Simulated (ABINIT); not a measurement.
# Cl (Cmce): G0W0 with ABINIT, start to end, part 2 of 3

Wanted: ground state, empty states, screening and self-energy for Cl (Cmce).

ABINIT 10.8.3; PBE and many-body steps on it, plane waves. Known limits of the many-body steps: not at the basis limit; coarse k mesh.

So far. Step 2 (Ground state): The gap is indirect, with the least direct gap 0.06 eV higher.

**3. Bands along the symmetry lines**

Level of this step: DFT, PBE, plane waves, norm-conserving pseudopotentials (ABINIT).

Levels along a band path, at the cheap level, show where the edges lie and whether the meshes to come will hold them.

run.abi

```
acell 3*1.0 Angstrom
rprim 
  3.145000000000 -2.250000000000 0.000000000000
  3.145000000000 2.250000000000 0.000000000000
  0.000000000000 0.000000000000 8.210000000000
ntypat 1
znucl 17
natom 4
typat 1 1 1 1
xred 
  0.870000000000 0.130000000000 0.100000000000
  0.630000000000 0.370000000000 0.600000000000
  0.130000000000 0.870000000000 0.900000000000
  0.370000000000 0.630000000000 0.400000000000
pp_dirpath "pseudos"
pseudos "Cl.upf"
ecut 25
iscf -2
irdden 1
kptopt 0
nkpt 92
kpt 
  0.00000000 0.00000000 0.00000000
  0.06250000 0.06250000 0.00000000
  0.12500000 0.12500000 0.00000000
  0.18750000 0.18750000 0.00000000
  0.25000000 0.25000000 0.00000000
  0.31250000 0.31250000 0.00000000
  0.37500000 0.37500000 0.00000000
  0.43750000 0.43750000 0.00000000
  0.50000000 0.50000000 0.00000000
  0.48474461 0.51525539 0.00000000
  0.46948923 0.53051077 0.00000000
  0.45423384 0.54576616 0.00000000
  0.43897845 0.56102155 0.00000000
  0.42372307 0.57627693 0.00000000
  0.40846768 0.59153232 0.00000000
  0.39321230 0.60678770 0.00000000
  0.37795691 0.62204309 0.00000000
  -0.37795691 0.37795691 0.00000000
  -0.33071230 0.33071230 0.00000000
  -0.28346768 0.28346768 0.00000000
  -0.23622307 0.23622307 0.00000000
  -0.18897845 0.18897845 0.00000000
  -0.14173384 0.14173384 0.00000000
  -0.09448923 0.09448923 0.00000000
  -0.04724461 0.04724461 0.00000000
  0.00000000 0.00000000 0.00000000
  0.00000000 0.00000000 0.06250000
  0.00000000 0.00000000 0.12500000
  0.00000000 0.00000000 0.18750000
  0.00000000 0.00000000 0.25000000
  0.00000000 0.00000000 0.31250000
  0.00000000 0.00000000 0.37500000
  0.00000000 0.00000000 0.43750000
  0.00000000 0.00000000 0.50000000
  -0.04724461 0.04724461 0.50000000
  -0.09448923 0.09448923 0.50000000
  -0.14173384 0.14173384 0.50000000
  -0.18897845 0.18897845 0.50000000
  -0.23622307 0.23622307 0.50000000
  -0.28346768 0.28346768 0.50000000
  -0.33071230 0.33071230 0.50000000
  -0.37795691 0.37795691 0.50000000
  0.37795691 0.62204309 0.50000000
  0.39321230 0.60678770 0.50000000
  0.40846768 0.59153232 0.50000000
  0.42372307 0.57627693 0.50000000
  0.43897845 0.56102155 0.50000000
  0.45423384 0.54576616 0.50000000
  0.46948923 0.53051077 0.50000000
  0.48474461 0.51525539 0.50000000
  0.50000000 0.50000000 0.50000000
  0.50000000 0.50000000 0.43750000
  0.50000000 0.50000000 0.37500000
  0.50000000 0.50000000 0.31250000
  0.50000000 0.50000000 0.25000000
  0.50000000 0.50000000 0.18750000
  0.50000000 0.50000000 0.12500000
  0.50000000 0.50000000 0.06250000
  0.50000000 0.50000000 0.00000000
  0.00000000 0.00000000 0.00000000
  0.00000000 0.06250000 0.00000000
  0.00000000 0.12500000 0.00000000
  0.00000000 0.18750000 0.00000000
  0.00000000 0.25000000 0.00000000
  0.00000000 0.31250000 0.00000000
  0.00000000 0.37500000 0.00000000
  0.00000000 0.43750000 0.00000000
  0.00000000 0.50000000 0.00000000
  0.00000000 0.50000000 0.06250000
  0.00000000 0.50000000 0.12500000
  0.00000000 0.50000000 0.18750000
  0.00000000 0.50000000 0.25000000
  0.00000000 0.50000000 0.31250000
  0.00000000 0.50000000 0.37500000
  0.00000000 0.50000000 0.43750000
  0.00000000 0.50000000 0.50000000
  0.00000000 0.43750000 0.50000000
  0.00000000 0.37500000 0.50000000
  0.00000000 0.31250000 0.50000000
  0.00000000 0.25000000 0.50000000
  0.00000000 0.18750000 0.50000000
  0.00000000 0.12500000 0.50000000
  0.00000000 0.06250000 0.50000000
  0.00000000 0.00000000 0.50000000
  0.06250000 0.06250000 0.50000000
  0.12500000 0.12500000 0.50000000
  0.18750000 0.18750000 0.50000000
  0.25000000 0.25000000 0.50000000
  0.31250000 0.31250000 0.50000000
  0.37500000 0.37500000 0.50000000
  0.43750000 0.43750000 0.50000000
  0.50000000 0.50000000 0.50000000
istwfk *1
nband 21
nbdbuf 2
tolwfr 1e-08
nstep 40
prtwf 0
prtvol 0
indata_prefix "in"
outdata_prefix "out"
tmpdata_prefix "tmp"
```

The run is started by

```
$ OMP_NUM_THREADS=1 mpirun -n 8 abinit run.abi > log
```

Numbers of over 12 decimals in the logs are rounded to 6 here.

Log:

```text
.Version 10.8.3 of ABINIT. v10.8.2 released Aug 2026.

 Symmetries : space group Cm c a (# 64); Bravais oC (1-face-center ortho.)
[... echo of the input left out ...]
== DATASET  1 ==================================================================
-   mpi_nproc: 8, omp_nthreads: 1 (-1 if OMP is not activated)

--- !DatasetInfo
iteration_state: {dtset: 1, }
dimensions: {natom: 4, nkpt: 92, mband: 21, nsppol: 1, nspinor: 1, nspden: 1, mpw: 4726, }
cutoff_energies: {ecut:  25.0, pawecutdg:  -1.0, }
electrons: {nelect:   2.80000000E+01, charge:   0.00000000E+00, occopt:   1.00000000E+00, tsmear:   1.00000000E-02, }

 Real(R)+Recip(G) space primitive vectors, cartesian coordinates (Bohr,Bohr^-1):
 R(1)=  5.9431887 -4.2518838  0.0000000  G(1)=  0.0841299 -0.1175949  0.0000000
 R(2)=  5.9431887  4.2518838  0.0000000  G(2)=  0.0841299  0.1175949  0.0000000
 R(3)=  0.0000000  0.0000000 15.5146515  G(3)=  0.0000000  0.0000000  0.0644552
 Unit cell volume ucvol=  7.8410265E+02 bohr^3
 Angles (23,13,12)=  9.00000000E+01  9.00000000E+01  7.11614758E+01 degrees

 getcut: wavevector=  0.0000  0.0000  0.0000  ngfft=  36  36  72
         ecut(hartree)=     25.000   => boxcut(ratio)=   2.06184

--- Pseudopotential description ------------------------------------------------
- Cl Generated using ONCVPSP code by D. R. Hamann
- 17.00000   7.00000  171031                  znucl, zion, pspdat
12 -101130 2 -1 1028                          pspcod,pspxc,lmax,lloc,mmax
     nproj     2     2     2
  pspatm : epsatm=    9.12776517
         --- l  ekb(1:nproj) -->
             0    8.139296    0.698720
             1    3.821713    1.107519
             2   -2.938609   -0.805455
 pspatm: atomic psp has been read  and splines computed

--------------------------------------------------------------------------------

================================================================================
 prteigrs : about to open file out_EIG
 Non-SCF case, kpt    1 (  0.00000  0.00000  0.00000), residuals and eigenvalues=
  9.10E-09  4.36E-09  3.03E-09  2.84E-09  2.33E-09  3.46E-09  6.47E-09  4.11E-09
  2.64E-09  3.58E-09  8.63E-09  6.28E-09  3.92E-09  5.99E-09  2.47E-09  8.22E-09
  9.45E-09  7.05E-09  9.02E-09  1.59E-05  1.13E-05
 -6.4091E-01 -6.3353E-01 -4.9406E-01 -4.7435E-01 -2.2600E-01 -1.9657E-01
 -1.2661E-01 -1.2203E-01 -1.0941E-01 -1.0909E-01 -5.6008E-02 -4.5071E-02
 -3.5652E-02 -3.2335E-02  6.0461E-02  8.1125E-02  2.2390E-01  2.4601E-01
[...]
Non-SCF case, kpt    2 (  0.06250  0.06250  0.00000), residuals and eigenvalues=
  8.20E-09  9.68E-09  3.71E-09  9.17E-09  7.66E-09  2.11E-09  3.67E-09  3.61E-09
[...]
5.04E-09  8.87E-09  9.11E-09  2.42E-05  3.23E-05
[...]
Non-SCF case, kpt    3 (  0.12500  0.12500  0.00000), residuals and eigenvalues=
[...]
2.71E-09  8.35E-09  2.97E-09  8.64E-06  3.91E-04
[...]
Non-SCF case, kpt   91 (  0.43750  0.43750  0.50000), residuals and eigenvalues=
[...]
Non-SCF case, kpt   92 (  0.50000  0.50000  0.50000), residuals and eigenvalues=
[...]
-1.6293E-01 -1.6293E-01 -1.3168E-01 -1.3168E-01 -5.6040E-02 -5.6040E-02
 -4.7061E-02 -4.7061E-02  6.4366E-02  6.4366E-02  2.9807E-01  2.9807E-01
[...]
--- !ResultsGS
iteration_state: {dtset: 1, }
comment   : Summary of ground state results
lattice_vectors:
- [  5.9431887,  -4.2518838,   0.0000000, ]
- [  5.9431887,   4.2518838,   0.0000000, ]
- [  0.0000000,   0.0000000,  15.5146515, ]
lattice_lengths: [   7.30753,    7.30753,   15.51465, ]
lattice_angles: [ 90.000,  90.000,  71.161, ] # degrees, (23, 13, 12)
lattice_volume:   7.8410265E+02
convergence: {deltae:  0.000E+00, res2:  0.000E+00, residm:  9.980E-09, diffor:  0.000E+00, }
etotal    :  -6.55896272E+01
entropy   :   0.00000000E+00
fermie    :  -3.02756789E-02
cartesian_stress_tensor: null
pressure_GPa: null
xred      :
- [  8.7000E-01,   1.3000E-01,   1.0000E-01, Cl]
- [  6.3000E-01,   3.7000E-01,   6.0000E-01, Cl]
- [  1.3000E-01,   8.7000E-01,   9.0000E-01, Cl]
- [  3.7000E-01,   6.3000E-01,   4.0000E-01, Cl]
cartesian_forces: null
force_length_stats: {min: null, max: null, mean: null, }

 Integrated electronic density in atomic spheres:
 ------------------------------------------------
 Atom  Sphere_radius  Integrated_density
[...]
================================================================================

 ----iterations are completed or convergence reached----

 Mean square residual over all n,k,spin=   54.933E-10; max=  99.800E-10
 reduced coordinates (array xred) for    4 atoms
[...]
0.130000000000      0.870000000000      0.900000000000
       0.370000000000      0.630000000000      0.400000000000

 cartesian coordinates (angstrom) at end:
    1      3.145000    -1.665000     0.821000
    2      3.145000    -0.585000     4.926000
    3      3.145000     1.665000     7.389000
    4      3.145000     0.585000     3.284000
 length scales=  1.889726125908  1.889726125908  1.889726125908 bohr
              =  1.000000000000  1.000000000000  1.000000000000 angstroms
 prteigrs : about to open file out_EIG
 Eigenvalues (hartree) for nkpt=  92  k points:
 kpt#   1, nband= 21, wtk=  1.00000, kpt=  0.0000  0.0000  0.0000 (reduced coord)
[...]
kpt#   2, nband= 21, wtk=  1.00000, kpt=  0.0625  0.0625  0.0000 (reduced coord)
[...]
kpt#   3, nband= 21, wtk=  1.00000, kpt=  0.1250  0.1250  0.0000 (reduced coord)
[...]
kpt#  91, nband= 21, wtk=  1.00000, kpt=  0.4375  0.4375  0.5000 (reduced coord)
[...]
0.29925    0.29925    0.33074    0.33075    0.34904
 kpt#  92, nband= 21, wtk=  1.00000, kpt=  0.5000  0.5000  0.5000 (reduced coord)
  -0.62997   -0.62997   -0.48167   -0.48167   -0.21248   -0.21248   -0.16293   -0.16293
  -0.13168   -0.13168   -0.05604   -0.05604   -0.04706   -0.04706    0.06437    0.06437
   0.29807    0.29807    0.33103    0.33104    0.34782

== END DATASET(S) ==============================================================
================================================================================

 -outvars: echo values of variables after computation  --------
            nband          21
             nkpt          92
          spgroup          64
 [... the other variables as echoed above ...]

 Calculation completed.
```

The job ended after 18 s (8 MPI ranks of Intel Xeon Platinum 8488C (Sapphire Rapids), shared host; peak memory 0.69 GiB; 2.4 min of CPU time).

This step gave:

* gap: 2.457 eV
* k of the valence top: 0.5, 0.5, 0
* k of the conduction bottom: -0.0945, 0.0945, 0
* least direct gap: 2.515 eV

The gap is 2.457 eV, −0.012 eV from the run before at this level.

Electronic bands along the path, in eV, zero at the top of the highest filled band:

| point | band 11 | band 12 | band 13 | band 14 | band 15 | band 16 | band 17 | band 18 |
| --- | --- | --- | --- | --- | --- | --- | --- | --- |
| Γ | -0.70 | -0.40 | -0.15 | -0.06 | 2.47 | 3.03 | 6.92 | 7.52 |
| halfway | -0.71 | -0.45 | -0.37 | -0.07 | 2.55 | 2.88 | 8.41 | 8.55 |
| Y | -0.96 | -0.89 | -0.36 | 0.00 | 2.55 | 2.74 | 8.58 | 8.67 |
| halfway | -0.93 | -0.81 | -0.31 | 0.00 | 2.55 | 2.75 | 8.37 | 8.91 |
| F0 | -0.84 | -0.66 | -0.21 | -0.01 | 2.60 | 2.78 | 8.52 | 9.16 |
| jump to Δ0 | -0.84 | -0.66 | -0.21 | -0.01 | 2.60 | 2.78 | 8.52 | 9.16 |
| halfway | -0.40 | -0.30 | -0.24 | -0.05 | 2.64 | 2.98 | 8.22 | 8.70 |
| Γ | -0.70 | -0.40 | -0.15 | -0.06 | 2.47 | 3.03 | 6.92 | 7.52 |
| halfway | -0.70 | -0.49 | -0.13 | -0.07 | 2.51 | 2.91 | 7.11 | 7.57 |
| Z | -0.64 | -0.64 | -0.10 | -0.10 | 2.67 | 2.67 | 7.46 | 7.46 |
| halfway | -0.22 | -0.22 | -0.14 | -0.14 | 2.77 | 2.77 | 8.31 | 8.31 |
| B0 | -0.41 | -0.41 | -0.40 | -0.40 | 2.68 | 2.68 | 9.21 | 9.21 |
| jump to G0 | -0.41 | -0.41 | -0.40 | -0.40 | 2.68 | 2.68 | 9.21 | 9.21 |
| halfway | -0.61 | -0.61 | -0.44 | -0.44 | 2.61 | 2.61 | 8.99 | 8.99 |
| T | -0.70 | -0.70 | -0.46 | -0.46 | 2.58 | 2.58 | 8.93 | 8.93 |
| halfway | -0.85 | -0.80 | -0.47 | -0.13 | 2.54 | 2.68 | 8.67 | 8.79 |
| Y | -0.96 | -0.89 | -0.36 | 0.00 | 2.55 | 2.74 | 8.58 | 8.67 |
| jump to Γ | -0.70 | -0.40 | -0.15 | -0.06 | 2.47 | 3.03 | 6.92 | 7.52 |
| halfway | -0.42 | -0.30 | -0.25 | -0.15 | 2.54 | 2.97 | 7.90 | 8.17 |
| S | -0.51 | -0.51 | -0.15 | -0.15 | 2.85 | 2.85 | 8.30 | 8.30 |
| halfway | -0.46 | -0.46 | -0.09 | -0.09 | 2.80 | 2.80 | 8.40 | 8.40 |
| R | -0.43 | -0.43 | 0.00 | 0.00 | 2.75 | 2.75 | 8.52 | 8.52 |
| halfway | -0.39 | -0.39 | -0.16 | -0.16 | 2.75 | 2.75 | 8.05 | 8.05 |
| Z | -0.64 | -0.64 | -0.10 | -0.10 | 2.67 | 2.67 | 7.46 | 7.46 |
| halfway | -0.71 | -0.71 | -0.18 | -0.18 | 2.66 | 2.66 | 8.76 | 8.76 |
| T | -0.70 | -0.70 | -0.46 | -0.46 | 2.58 | 2.58 | 8.93 | 8.93 |

**4. Empty states on the mesh, 4×4×2 mesh, 111 bands**

The sums over transitions need many empty states on a uniform mesh; this step solves for them.

run.abi

```
acell 3*1.0 Angstrom
rprim 
  3.145000000000 -2.250000000000 0.000000000000
  3.145000000000 2.250000000000 0.000000000000
  0.000000000000 0.000000000000 8.210000000000
ntypat 1
znucl 17
natom 4
typat 1 1 1 1
xred 
  0.870000000000 0.130000000000 0.100000000000
  0.630000000000 0.370000000000 0.600000000000
  0.130000000000 0.870000000000 0.900000000000
  0.370000000000 0.630000000000 0.400000000000
pp_dirpath "pseudos"
pseudos "Cl.upf"
ecut 25
ngkpt 4 4 2
nshiftk 1
shiftk 0 0 0
kptopt 1
chksymbreak 0
iscf -2
irdden 1
istwfk *1
nband 111
nbdbuf 10
tolwfr 1e-09
nstep 60
prtvol 0
indata_prefix "in"
outdata_prefix "out"
tmpdata_prefix "tmp"
```

Log:

```text
.Version 10.8.3 of ABINIT. v10.8.2 released Aug 2026.

 Symmetries : space group Cm c a (# 64); Bravais oC (1-face-center ortho.)
[... echo of the input left out ...]
== DATASET  1 ==================================================================
-   mpi_nproc: 8, omp_nthreads: 1 (-1 if OMP is not activated)

--- !DatasetInfo
iteration_state: {dtset: 1, }
dimensions: {natom: 4, nkpt: 14, mband: 111, nsppol: 1, nspinor: 1, nspden: 1, mpw: 4726, }
cutoff_energies: {ecut:  25.0, pawecutdg:  -1.0, }
electrons: {nelect:   2.80000000E+01, charge:   0.00000000E+00, occopt:   1.00000000E+00, tsmear:   1.00000000E-02, }

 Real(R)+Recip(G) space primitive vectors, cartesian coordinates (Bohr,Bohr^-1):
 R(1)=  5.9431887 -4.2518838  0.0000000  G(1)=  0.0841299 -0.1175949  0.0000000
 R(2)=  5.9431887  4.2518838  0.0000000  G(2)=  0.0841299  0.1175949  0.0000000
 R(3)=  0.0000000  0.0000000 15.5146515  G(3)=  0.0000000  0.0000000  0.0644552
 Unit cell volume ucvol=  7.8410265E+02 bohr^3
 Angles (23,13,12)=  9.00000000E+01  9.00000000E+01  7.11614758E+01 degrees

 getcut: wavevector=  0.0000  0.0000  0.0000  ngfft=  36  36  72
         ecut(hartree)=     25.000   => boxcut(ratio)=   2.06184

--- Pseudopotential description ------------------------------------------------
- Cl Generated using ONCVPSP code by D. R. Hamann
- 17.00000   7.00000  171031                  znucl, zion, pspdat
12 -101130 2 -1 1028                          pspcod,pspxc,lmax,lloc,mmax
     nproj     2     2     2
  pspatm : epsatm=    9.12776517
         --- l  ekb(1:nproj) -->
             0    8.139296    0.698720
             1    3.821713    1.107519
             2   -2.938609   -0.805455
 pspatm: atomic psp has been read  and splines computed

--------------------------------------------------------------------------------

================================================================================
 prteigrs : about to open file out_EIG
 Non-SCF case, kpt    1 (  0.00000  0.00000  0.00000), residuals and eigenvalues=
  9.51E-11  2.00E-10  1.90E-10  1.32E-10  2.30E-10  2.26E-10  2.02E-10  3.20E-10
  1.86E-10  2.96E-10  2.16E-10  2.88E-10  4.43E-10  2.40E-10  3.89E-10  4.08E-10
  3.17E-11  1.21E-10  6.69E-11  1.24E-10  9.34E-11  5.35E-10  2.16E-10  1.89E-10
[...]
1.62E-08  1.27E-08  4.82E-07  4.48E-07  6.42E-06  6.97E-06  2.20E-04
 -6.4091E-01 -6.3353E-01 -4.9406E-01 -4.7435E-01 -2.2600E-01 -1.9657E-01
 -1.2661E-01 -1.2203E-01 -1.0941E-01 -1.0909E-01 -5.6008E-02 -4.5071E-02
 -3.5652E-02 -3.2335E-02  6.0461E-02  8.1125E-02  2.2390E-01  2.4601E-01
[...]
1.5890E+00  1.5900E+00  1.5990E+00  1.5992E+00  1.6004E+00  1.6006E+00
  1.6368E+00  1.6396E+00  1.6431E+00  1.6524E+00  1.6789E+00  1.6837E+00
[...]
prteigrs : prtvol=0 or 1, do not print more k-points.

--- !ResultsGS
iteration_state: {dtset: 1, }
comment   : Summary of ground state results
lattice_vectors:
- [  5.9431887,  -4.2518838,   0.0000000, ]
- [  5.9431887,   4.2518838,   0.0000000, ]
- [  0.0000000,   0.0000000,  15.5146515, ]
lattice_lengths: [   7.30753,    7.30753,   15.51465, ]
lattice_angles: [ 90.000,  90.000,  71.161, ] # degrees, (23, 13, 12)
lattice_volume:   7.8410265E+02
convergence: {deltae:  0.000E+00, res2:  0.000E+00, residm:  9.948E-10, diffor:  0.000E+00, }
etotal    :  -6.55896272E+01
entropy   :   0.00000000E+00
fermie    :  -3.02756789E-02
cartesian_stress_tensor: null
pressure_GPa: null
xred      :
- [  8.7000E-01,   1.3000E-01,   1.0000E-01, Cl]
- [  6.3000E-01,   3.7000E-01,   6.0000E-01, Cl]
- [  1.3000E-01,   8.7000E-01,   9.0000E-01, Cl]
- [  3.7000E-01,   6.3000E-01,   4.0000E-01, Cl]
cartesian_forces: null
force_length_stats: {min: null, max: null, mean: null, }

 Integrated electronic density in atomic spheres:
 ------------------------------------------------
 Atom  Sphere_radius  Integrated_density
[...]
================================================================================

 ----iterations are completed or convergence reached----

 Mean square residual over all n,k,spin=   39.577E-11; max=  99.478E-11
 reduced coordinates (array xred) for    4 atoms
[...]
0.130000000000      0.870000000000      0.900000000000
       0.370000000000      0.630000000000      0.400000000000

 cartesian coordinates (angstrom) at end:
    1      3.145000    -1.665000     0.821000
    2      3.145000    -0.585000     4.926000
    3      3.145000     1.665000     7.389000
    4      3.145000     0.585000     3.284000
 length scales=  1.889726125908  1.889726125908  1.889726125908 bohr
              =  1.000000000000  1.000000000000  1.000000000000 angstroms
 prteigrs : about to open file out_EIG
 Eigenvalues (hartree) for nkpt=  14  k points:
 kpt#   1, nband=111, wtk=  0.03125, kpt=  0.0000  0.0000  0.0000 (reduced coord)
[...]
1.48100    1.53866    1.54060    1.54433    1.55707    1.56311    1.56991    1.57106
   1.58904    1.58996    1.59901    1.59923    1.60042    1.60063    1.63677    1.63964
   1.64306    1.65242    1.67894    1.68372    1.70064    1.70793    1.71910
 prteigrs : prtvol=0 or 1, do not print more k-points.

== END DATASET(S) ==============================================================
================================================================================

 -outvars: echo values of variables after computation  --------
            nband         111
             nkpt          14
          spgroup          64
 [... the other variables as echoed above ...]

 Calculation completed.
```

Run time: 31 s. Hardware: 8 MPI ranks; peak memory 0.71 GiB; 4.2 min of CPU time.

Numbers from this step:

```yaml
gap: 2.469 eV
k_of_the_valence_top: 0.5, 0.5, 0
k_of_the_conduction_bottom: 0, 0, 0
least_direct_gap: 2.525 eV
k_points_computed: 14
lowest_point_of_the_top_converged_band_above_the_valence_top: 43.76 eV
```

On this mesh the gap is 2.469 eV.

(Continued in part 3 of 3.)

[Paths, hosts, dates, memory and timing lines, banners, echoed tables and standing remarks are left out of the program output.]

[Logs are printed without paths, hosts, clocks, repeated set-up lines and the standing remarks that a program may print on its own settings, such as how far it seeks lower states.]

[Runs of the session that timed out or met a known fault of the program may be left out.]

[Hosts, paths, dates, database ids (printed as entryN), source tags and the programs' standing remarks are cut or masked in the printed files.]

[G0W0 gaps are taken among the corrected bands and points alone; a level outside them can change the order at an edge.]

[Where Ansatz stands beside ABINIT at settings called matched, ABINIT's density can come from a denser mesh and the files from another edition; pairs whose starting gaps differed by over 0.03 eV were left out, so agreement reads better than it is.]
